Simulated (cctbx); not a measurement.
# A disordered crystal of nominal CeMg2Sn2

Cell a = 4.7120 Å, b = 4.7120 Å, c = 11.1520 Å, α = 90.00°, β = 90.00°, γ = 90.00°; space group I4/mmm (no. 139); nominal formula CeMg2Sn2.

Simulated single-crystal data (cctbx): Mo Kα, λ = 0.71073 Å, to d = 0.84 Å, 50 % of the full sphere, strongest reflection 40000 counts, noise from counting, a 6 % proportional error and a noise floor of 8 counts (s.d.); no absorption, and some extinction, which the refinements don't model.

With every site full:

```text
Rint 0.043, 85 unique reflections to 0.84 A
cycle     R1     wR2    GooF  max shift (A)
   1  0.1217  0.2612   7.985   0.00069
   2  0.0175  0.0395   1.207   0.00000
final R1 0.0175 wR2 0.0395 GooF 1.207  parameters 7  data/parameter 12.1
atom        x        y        z      Ueq    occ   su(xyz)  su(Uiso or U11)
Ce1    0.00000  0.00000  0.00000   0.0043  1.000  0.00000  0.0004
Sn2    0.50000  0.50000  0.12924   0.0028  1.000  0.00004  0.0003
Mg1    0.50000  0.00000  0.25000   0.0106  1.000  0.00000  0.0009
difference map: max 0.70 min -1.97 rms 0.26
Q1    0.2325  0.2325  0.1847   16    0.74  1.82 A from Mg1
Q2    0.1841  0.1841  0.4696   16    0.58  1.65 A from Sn2
Q3    0.1698  0.3302  0.2500   16    0.45  1.13 A from Mg1
Q4    0.1670  0.3265  0.1188   32    0.41  1.77 A from Sn2
Q5    0.0000  0.5000  0.1832    8    0.34  0.74 A from Mg1
Q6    0.1667  0.1667  0.0741   16    0.26  1.38 A from Ce1
```

With the occupancies of the suspect sites free, each still typed as its main element:

```text
Rint 0.043, 85 unique reflections to 0.84 A
cycle     R1     wR2    GooF  max shift (A)
   1  0.0723  0.1614   4.999   0.00004
   2  0.0160  0.0325   1.007   0.00000
final R1 0.0161 wR2 0.0325 GooF 1.006  parameters 9  data/parameter 9.4
atom        x        y        z      Ueq    occ   su(xyz)  su(Uiso or U11)
Ce1    0.00000  0.00000  0.00000   0.0034  0.991  0.00000  0.0003
Sn2    0.50000  0.50000  0.12924   0.0028  1.007  0.00003  0.0003
Mg1    0.50000  0.00000  0.25000   0.0103  1.000  0.00000  0.0012
su of occupancy Ce1: 0.015
su of occupancy Sn2: 0.015
difference map: max 0.67 min -1.62 rms 0.24
Q1    0.2295  0.2295  0.1813   16    0.71  1.84 A from Mg1
Q2    0.1749  0.1749  0.4684   16    0.55  1.59 A from Sn2
Q3    0.1688  0.3312  0.2500   16    0.46  1.12 A from Mg1
Q4    0.1678  0.3408  0.1193   32    0.39  1.74 A from Sn2
Q5    0.0000  0.5000  0.1851    8    0.33  0.72 A from Mg1
Q6    0.2250  0.2250  0.0698   16    0.30  1.69 A from Ce1
```

**Question.** What is the disorder?

X-rays count electrons. Ce1 refines to 0.991(0.015), or 57.5 electrons; the site truly holds 0.95 Ce and 0.05 Sn, 57.6 electrons, which is 0.993 of Ce; Sn2 refines to 1.007(0.015), or 50.3 electrons; the site truly holds 0.975 Sn and 0.025 Ce, 50.2 electrons, which is 1.004 of Sn. All are within 3 s.u. of full, so these data don't show the disorder. Occupancy correlates with U and the scale, and the two elements' form factors differ in shape, so the match is approximate.

Freeing them takes R1 from 0.0175 to 0.0161 and GooF from 1.21 to 1.01.

The model was made for the exercise: a known structure type with other elements put in, its volume estimated, not relaxed; displacement parameters are assumed.

[Middle refinement cycles are left out of these outputs.]

[Logs are printed without paths, hosts, clocks, repeated set-up lines and the standing remarks that a program may print on its own settings, such as how far it seeks lower states.]
